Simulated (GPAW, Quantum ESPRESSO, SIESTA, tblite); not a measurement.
# GPAW on C(100)/TiO2(101) interface (120 atoms): settings against a plane-wave reference

How do the settings of GPAW change the result for C(100)/TiO2(101) interface (120 atoms)? A plane-wave run serves as the yardstick.

Program: GPAW 26.7.0. Level of theory: the method is named at each step. Results are calculated unless marked as measured.

## (1) The starting structure

The cell holds 120 atoms: 72 C, 16 Ti and 32 O. Its edges and angles: a = 10.239 Å, b = 7.570 Å, c = 23.581 Å, α = 90.0°, β = 90.0°, γ = 90.0°. It derives from C. Diamond-structure C(100), 3 repeat layers, 12 surface cells, strained +1.49 and +0.04 %; anatase TiO2(101), 2 layers, 2 cells, +0.00 and +0.00 %; outer planes 1.29 Å apart, 12 Å of vacuum above; not relaxed, displaced by a Gaussian of 0.02 Å. Then every atom was moved at random, 0.05 Å r.m.s. a Cartesian component. Regions: C, 72 atoms (72 C); TiO2, 48 atoms (16 Ti and 32 O). Vacuum lies along c.

The yardstick, on the same geometry:

| Property | Result |
| --- | --- |
| method | Kohn-Sham DFT, PBE, SSSP efficiency 1.3.0 pseudopotentials, plane waves (Quantum ESPRESSO 7.5); sssp-pbe-1.3.0-efficiency, cutoffs 60/480 Ry, Γ point |
| r.m.s. force component | 1.922 eV/Å |
| longest force | 7.573 eV/Å |
| time | 28 min on 4 MPI ranks of Arm Neoverse V1, shared host |
| CPU time | 1.9 h |

## (2) PBE, LCAO dzp, h 0.18 Å

Method: Kohn-Sham DFT, PBE, PAW, atomic orbitals (dzp).

run.py reads:

```python
import numpy as np
from ase.io import read
from gpaw import GPAW, FermiDirac
from ase.parallel import parprint as print

atoms = read("structure.xyz")
atoms.calc = GPAW(
    mode="lcao",
    basis="dzp",
    h=0.18,
    xc="PBE",
    kpts={"size": (1, 1, 1), "gamma": True},
    occupations=FermiDirac(0.05),
    maxiter=200,
    symmetry={"point_group": False},
    txt="gpaw.txt",
)
energy = atoms.get_potential_energy(force_consistent=True)
forces = atoms.get_forces()
print(f"energy {energy:.6f} eV")
print("forces (eV/A)")
for i, (a, f) in enumerate(zip(atoms, forces)):
    print(f"{i:4d} {a.symbol:2s} {f[0]:10.5f} {f[1]:10.5f} {f[2]:10.5f}")
print(f"Fermi level {atoms.calc.get_fermi_level():.4f} eV")
for k in range(len(atoms.calc.get_ibz_k_points())):
    for s in range(atoms.calc.get_number_of_spins()):
        e = atoms.calc.get_eigenvalues(kpt=k, spin=s)
        n = np.searchsorted(e, atoms.calc.get_fermi_level())
        print(f"k {k} spin {s} levels about the Fermi level:", np.round(e[max(n - 6, 0):n], 4).tolist(), "|", np.round(e[n:n + 6], 4).tolist())
```

structure.xyz reads:

```xyz
120
Lattice="10.23930 0.00000 0.00000 0.00000 7.57000 0.00000 0.00000 0.00000 23.58071" Properties=species:S:1:pos:R:3 pbc="T T T"
C 7.56961 5.11906 5.98172
C 6.36157 2.46343 6.89217
C 6.34192 3.75593 7.70193
C 7.68040 3.73844 8.63691
C 7.60411 2.61210 9.54028
C 6.44103 5.06372 10.37386
C 7.76344 2.52460 6.14018
C 6.37448 7.49195 6.83180
C 6.39485 1.21816 7.77102
C 7.76200 1.22687 8.63549
C 7.68552 0.06904 9.58721
C 6.45076 2.59727 10.39084
C 7.75647 7.56523 6.02534
C 6.51496 4.97947 6.85350
C 6.31150 6.31368 7.79342
C 7.55752 6.30475 8.66520
C 7.68623 5.03019 9.47827
C 6.40827 7.53843 10.46913
C 5.18528 5.02587 6.00176
C 3.88684 2.46366 6.89783
C 3.86175 3.80468 7.71372
C 5.02555 3.84397 8.61899
C 5.15170 2.52830 9.52944
C 3.93261 5.01868 10.34934
C 5.07757 2.49606 6.02393
C 3.77769 0.04338 6.80893
C 3.93302 1.24004 7.75994
C 5.13736 1.21991 8.61309
C 5.21580 7.56069 9.41531
C 3.82028 2.43428 10.37811
C 5.11924 0.02967 6.11707
C 3.78916 5.07311 6.90467
C 3.83042 6.43791 7.73754
C 5.01214 6.23329 8.62347
C 5.12610 5.04646 9.46978
C 3.85479 7.56076 10.54482
C 2.47812 5.10369 6.13287
C 1.32558 2.65132 6.95607
C 1.20762 3.83231 7.78824
C 2.62218 3.78856 8.63148
C 2.56413 2.42793 9.54759
C 1.15837 4.98326 10.41961
C 2.56648 2.43179 6.04774
C 1.23568 7.55062 6.95159
C 1.27991 1.24807 7.73895
C 2.59495 1.23202 8.63950
C 2.44781 0.13702 9.49713
C 1.25175 2.59931 10.51299
C 2.47883 0.03876 6.13476
C 1.22994 5.08098 6.90467
C 1.28380 6.30066 7.83516
C 2.49747 6.25592 8.60837
C 2.57764 5.04109 9.55231
C 1.32671 0.10537 10.46087
C 10.20008 5.10210 6.01662
C 8.94956 2.56358 6.93862
[... 60 atom lines left out ...]
O 9.19766 3.32997 16.01979
O 4.05497 1.37146 16.10445
O 6.99467 1.45889 15.12986
O 1.88127 3.26789 15.18668
```

Started as:

```console
$ OMP_NUM_THREADS=1 mpirun -np 2 gpaw python run.py > output.txt
```

What it wrote:

```text
energy -935.191544 eV
forces (eV/A)
   0 C     5.82587   -0.31270    0.48981
   1 C     1.17628    0.72163   -2.25689
   2 C     1.66977   -0.58388    2.12073
   3 C    -1.41148    2.90104   -1.40187
   4 C     3.97753   -3.40802    1.45773
   5 C    -1.22862   -0.29884   -2.91202
   6 C    -3.80063   -0.69663   -0.88637
   7 C     0.91580    1.53894    0.41057
   8 C     1.96206    0.07878   -0.81326
   9 C    -4.38441    1.81752    2.39236
  10 C    -0.44131   -3.04345    3.04257
  11 C    -3.22971    1.12827   -0.26230
  12 C    -2.65071   -0.10327    1.09497
  13 C    -6.57401    1.42889    0.13869
  14 C     1.84475   -1.54654   -1.21842
  15 C     2.96197    0.75082    0.36532
  16 C    -0.91146    0.03876    2.69750
  17 C    -1.16280   -0.85918   -2.97106
  18 C    -1.68210    0.26147    0.95536
  19 C    -1.51168    1.96647   -2.17808
  20 C    -2.15179   -0.81793    1.35191
  21 C     3.99481   -2.70144   -0.95184
  22 C    -0.33628    1.09148    1.77828
  23 C    -2.40329    1.93090   -0.47894
[...]
112 O     0.43824    1.42070    1.19542
 113 O     0.69060   -0.71356    1.34098
 114 O    -2.24608   -0.11631   -1.37133
 115 O    -1.43618   -0.12188    0.41669
 116 O     1.02010   -0.24648    0.73217
 117 O     1.00600    1.05509    0.56050
 118 O    -2.32685   -0.26080    3.85109
 119 O    -0.51788    0.01005    0.55947
Fermi level 1.8271 eV
k 0 spin 0 levels about the Fermi level: [1.1694, 1.2434, 1.2783, 1.4864, 1.6502, 1.6891] | [1.8299, 1.8764, 1.8984, 1.9366, 2.0009, 2.0848]
```

gpaw.txt:

```text
Input parameters:
  mode=LCAO(),
  basis={'default': 'dzp'},
  h=0.18,
  kpts=MonkhorstPack(size=(1, 1, 1), gamma=True),
  maxiter=200,
  occupations=Occupations(name='fermi-dirac', width=0.05, fixmagmom=False),
  symmetry=Symmetry(point_group=False),
  xc=XC(name='PBE')
Unit cell  # Å
| periodic |         x |        y |         z |   lengths |    angles |
|----------|-----------|----------|-----------|-----------|-----------|
|      yes | 10.239300 | 0.000000 |  0.000000 | 10.239300 | 90.000000 |
|      yes |  0.000000 | 7.570000 |  0.000000 |  7.570000 | 90.000000 |
|      yes |  0.000000 | 0.000000 | 23.580710 | 23.580710 | 90.000000 |
Number of symmetries: 1
Symmetry operations  # r_c * U_cc + t_c -> r_c
|   | kind |            matrix            |
|---|------|------------------------------|
| 0 |  E   |  1, 0, 0,  0, 1, 0,  0, 0, 1 |
BZ-sampling:
  Number of BZ points: 1
  Number of IBZ points: 1
  Monkhorst-Pack size: [1, 1, 1]
  Monkhorst-Pack shift: [0, 0, 0]
[... lines left out ...]
eigensolver:
density mixing:
  MSR1-Mixer
occupation numbers:
  Fermi-Dirac:
    width: 0.0500  # eV
FastPoissonSolver using
    Stencil: 6*3+1=19 point O(h^6) finite-difference Laplacian
xc functional:
  name: PBE with 2 nearest neighbor stencil
interpolation: tri-quintic # 5. degree polynomial
Initialization done in: 16.450 s
convergence criteria:
- Maximum [total energy] change in last 3 cyles: 0.0005 eV / valence electron
- Maximum integral of absolute [dens]ity change: 0.0001 electrons / valence electron
- Maximum integral of absolute [eigenst]ate change: 4e-08 eV^2 / valence electron
maximum number of iterations: 200
SCF iterations
|iter     |      energy | eigst |  dens |
|---------|-------------|-------|-------|
|iter:   1|-1007.756692 |      c|       |
|iter:   2| -982.795896 |      c| -0.88 |
|iter:   3|-1663.291590 |      c| -0.92 |
|iter:   4|-1289.802584 |      c| -0.48 |
|iter:   5| -967.683195 |      c| -0.63 |
|iter:   6| -955.721086 |      c| -1.02 |
[...]
|iter:  15| -935.229393 |      c| -2.01 |
|iter:  16| -935.234420 |      c| -2.30 |
|iter:  17| -935.130140c|      c| -2.22 |
|iter:  18| -935.093687c|      c| -2.55 |
|iter:  19| -935.089235c|      c| -2.68 |
[...]
|iter:  25| -935.059760c|      c| -3.51 |
|iter:  26| -935.059806c|      c| -3.98 |
|iter:  27| -935.059373c|      c| -4.09c|
Converged in 27 steps
SCF loop duration: 530.205 s (19.637 s/step)
Energy contributions relative to reference atoms: (reference = -510880.726457)
Energy contributions:
  Kinetic:         859.453637
  Coulomb:        -887.281115
  Zero:             14.520644
  External:          0.000000
  Xc:             -921.620368
  Entropy:          -0.264341
  Spinorbit:         0.000000
  ----------------------------
  Free energy:    -935.191544
  Extrapolated:   -935.059373
dipole moment: (116.022353, 77.793869, 1.850739)  # |e|*Ang
Fermi level: 1.827
Eigenvalues  # (at kpt = [0.000, 0.000, 0.000])
| band index |      eig [eV] | occ [0-2] |
|------------|---------------|-----------|
|          0 |       -56.863 |     2.000 |
|        ... |               |           |
|        327 |         0.963 |     2.000 |
|        328 |         1.028 |     2.000 |
[...]
|        342 |         2.202 |     0.001 |
|        ... |               |           |
|        407 |         5.139 |     0.000 |
Gap: 0.141 eV
Transition (v -> c):
  (s=0, k=0, n=334, [0.00, 0.00, 0.00]) -> (s=0, k=0, n=335, [0.00, 0.00, 0.00])
No difference between direct/indirect transitions
Force computation time: 41.318  # s
```

It took 9.8 min on 2 MPI ranks of Arm Neoverse V1, shared host; peak memory 2.7 GiB; 20 min of CPU time.

Banners, paths, timers and routine set-up lines are dropped from the logs unmarked, and long logs keep their key lines alone; longer cuts are marked.

Compared with the plane-wave run:

```
r.m.s. force component                  : 1.985 eV/Å
r.m.s. difference of force components   : 179.2 meV/Å
longest difference of force vectors     : 779.4 meV/Å
force difference over r.m.s. force      : 9.328 %
slope of forces against the reference's : 1.029
correlation of force components         : 0.9963
```

Length of the force difference by element (eV/Å):

| element | atoms | mean | most |
| --- | --- | --- | --- |
| C | 72 | 0.29 | 0.78 |
| O | 32 | 0.26 | 0.55 |
| Ti | 16 | 0.28 | 0.44 |

The surroundings of C31, which has 2 bonded neighbours where the commonest count for C is 4, nearest first, numbered as they follow in the input and with coordinates relative to it.

| atom | x | y | z | distance (Å) | bonds | Fx | Fy | Fz (eV/Å) |
| --- | --- | --- | --- | --- | --- | --- | --- | --- |
| C31 | 0.00 | 0.00 | 0.00 | 0.00 | 2 | -1.01 | 0.54 | -2.15 |
| C8 | 1.26 | -0.11 | 0.71 | 1.45 | 4 | 0.92 | 1.54 | 0.41 |
| C26 | -1.34 | 0.01 | 0.69 | 1.51 | 4 | 2.15 | -0.38 | 1.00 |
| C27 | -1.19 | 1.21 | 1.64 | 2.36 | 4 | -3.13 | 0.48 | 0.14 |
| C33 | -1.29 | -1.16 | 1.62 | 2.37 | 4 | -2.43 | -4.93 | 0.61 |
| C9 | 1.28 | 1.19 | 1.65 | 2.40 | 4 | 1.96 | 0.08 | -0.81 |
| C15 | 1.19 | -1.29 | 1.68 | 2.43 | 4 | 1.84 | -1.55 | -1.22 |
| C25 | -0.04 | 2.47 | -0.09 | 2.47 | 2 | 1.99 | -0.74 | 0.60 |
| C19 | 0.07 | -2.57 | -0.12 | 2.58 | 2 | -1.68 | 0.26 | 0.96 |
| C13 | 2.64 | -0.03 | -0.09 | 2.64 | 2 | -2.65 | -0.10 | 1.09 |
| C49 | -2.64 | 0.01 | 0.02 | 2.64 | 2 | 0.11 | 0.32 | -1.17 |

Atoms are counted from 1 here, from 0 in the log.

Forces lie 9.3 % from the reference's, at 0.18 times its CPU time (on 2 against 4 cores).

The forces add up to 0.75 eV/Å instead of zero, usually a sign of too coarse a grid.

## (3) PBE, LCAO dzp, h 0.22 Å

Method: Kohn-Sham DFT, PBE, PAW, atomic orbitals (dzp).

run.py, as its differences from that of step 2:

```diff
@@ -9,3 +9,3 @@
     basis="dzp",
-    h=0.18,
+    h=0.22,
     xc="PBE",
```

structure.xyz is that of step 2.

What it wrote:

```text
energy -923.433822 eV
forces (eV/A)
   0 C     5.83011   -0.32518    0.49686
   1 C     1.16209    0.75665   -2.25529
   2 C     1.64368   -0.57057    2.14395
   3 C    -1.41122    2.90141   -1.40044
   4 C     3.96900   -3.40744    1.45722
   5 C    -1.19581   -0.30646   -2.90533
[...]
117 O     1.04193    1.05438    0.34006
 118 O    -2.46404   -0.30887    3.99766
 119 O    -0.71931   -0.02981    0.50738
Fermi level 1.8319 eV
k 0 spin 0 levels about the Fermi level: [1.1751, 1.2483, 1.2834, 1.4909, 1.6547, 1.6941] | [1.8345, 1.8811, 1.9039, 1.9413, 2.0057, 2.0895]
```

gpaw.txt:

```text
Input parameters:
  mode=LCAO(),
  basis={'default': 'dzp'},
  h=0.22,
  kpts=MonkhorstPack(size=(1, 1, 1), gamma=True),
  maxiter=200,
  occupations=Occupations(name='fermi-dirac', width=0.05, fixmagmom=False),
[... lines left out ...]
  Fermi-Dirac:
[... lines left out ...]
convergence criteria:
- Maximum [total energy] change in last 3 cyles: 0.0005 eV / valence electron
[... lines left out ...]
Converged in 27 steps
[... lines left out ...]
  Free energy:    -923.433822
[... lines left out ...]
Fermi level: 1.832
[... lines left out ...]
|        ... |               |           |
|        327 |         0.967 |     2.000 |
|        328 |         1.033 |     2.000 |
[...]
|        342 |         2.207 |     0.001 |
|        ... |               |           |
|        407 |         5.144 |     0.000 |
Gap: 0.140 eV
Transition (v -> c):
  (s=0, k=0, n=334, [0.00, 0.00, 0.00]) -> (s=0, k=0, n=335, [0.00, 0.00, 0.00])
No difference between direct/indirect transitions
Force computation time: 28.262  # s
```

It took 6.5 min on 2 MPI ranks; peak memory 2 GiB.

Numbers from this run, and their distance from the reference:

- r.m.s. force component: 1.994 eV/Å
- r.m.s. difference of force components: 200.2 meV/Å
- longest difference of force vectors: 787.7 meV/Å
- force difference over r.m.s. force: 10.42 %
- slope of forces against the reference's: 1.033
- correlation of force components: 0.9955
- energy less the same-level run's: 97.98 meV/atom
- r.m.s. force difference from the same-level run: 72.7 meV/Å

This is a coarse setting, run to see what it loses.

Against the first run (9.3 %), the force difference from the reference is 10 %, at 0.66 times the CPU time: the grid matters here.

The forces add up to 1.8 eV/Å instead of zero, usually a sign of too coarse a grid.

## (4) PBE, grid h 0.24 Å

Method: Kohn-Sham DFT, PBE, PAW, finite differences on a real-space grid.

run.py, as its differences from that of step 3:

```diff
@@ -7,5 +7,4 @@
 atoms.calc = GPAW(
-    mode="lcao",
-    basis="dzp",
-    h=0.22,
+    mode="fd",
+    h=0.24,
     xc="PBE",
@@ -15,2 +14,3 @@
     symmetry={"point_group": False},
+    nbands=396,
     txt="gpaw.txt",
```

structure.xyz is that of step 3.

Started as:

```console
$ OMP_NUM_THREADS=1 mpirun -np 4 gpaw python run.py > output.txt
```

What it wrote:

```text
energy -979.800526 eV
forces (eV/A)
   0 C     5.37803   -0.12325    0.62579
   1 C     0.74807    0.47224   -2.80230
   2 C     1.23910   -0.08540    2.35287
   3 C    -1.33606    3.31566   -0.79379
   4 C     4.12365   -3.29586    1.44097
   5 C    -0.74014   -0.59062   -3.28320
[...]
117 O     0.89943    1.37920    0.20525
 118 O    -2.15310   -0.63158    3.28314
 119 O    -0.62140    0.39229    0.25724
Fermi level 1.7672 eV
k 0 spin 0 levels about the Fermi level: [1.1008, 1.1697, 1.2195, 1.4285, 1.5946, 1.6277] | [1.7699, 1.8167, 1.8363, 1.8788, 1.9456, 2.0298]
```

gpaw.txt:

```text
Input parameters:
  mode=FD(),
  h=0.24,
  kpts=MonkhorstPack(size=(1, 1, 1), gamma=True),
  maxiter=200,
  nbands=396,
  occupations=Occupations(name='fermi-dirac', width=0.05, fixmagmom=False),
[... lines left out ...]
  Converge bands: occupied
[... lines left out ...]
  Fermi-Dirac:
[... lines left out ...]
convergence criteria:
- Maximum [total energy] change in last 3 cyles: 0.0005 eV / valence electron
[... lines left out ...]
Converged in 39 steps
[... lines left out ...]
  Free energy:    -979.800526
[... lines left out ...]
Fermi level: 1.767
[... lines left out ...]
|        ... |               |           |
|        327 |         0.892 |     2.000 |
|        328 |         0.953 |     2.000 |
[...]
|        342 |         2.134 |     0.001 |
|        ... |               |           |
|        395 |         4.579 |     0.000 |
Gap: 0.142 eV
Transition (v -> c):
  (s=0, k=0, n=334, [0.00, 0.00, 0.00]) -> (s=0, k=0, n=335, [0.00, 0.00, 0.00])
No difference between direct/indirect transitions
Force computation time: 6.432  # s
```

Run time: 9.4 min. Hardware: 4 MPI ranks; peak memory 3 GiB; 38 min of CPU time.

Compared with the plane-wave run:

* r.m.s. force component: 1.963 eV/Å
* r.m.s. difference of force components: 321.9 meV/Å
* longest difference of force vectors: 835.3 meV/Å
* force difference over r.m.s. force: 16.75 %
* slope of forces against the reference's: 1.008
* correlation of force components: 0.9867

This is a coarse setting, run to see what it loses.

Against the first run (9.3 %), the force difference from the reference is 17 %, at 1.9 times the CPU time (on 4 against 2 cores).

The forces add up to 14 eV/Å instead of zero, usually a sign of too coarse a grid.

(Part 1 of 2 ends here.)

[Also dropped from logs without a mark: logging warnings of Python, and SIESTA's first energy breakdown and zero terms.]

[Logs are printed without paths, hosts, clocks, repeated set-up lines and the standing remarks that a program may print on its own settings, such as how far it seeks lower states.]

[Hosts, paths, dates, database ids (printed as entryN), source tags and the programs' standing remarks are cut or masked in the printed files.]
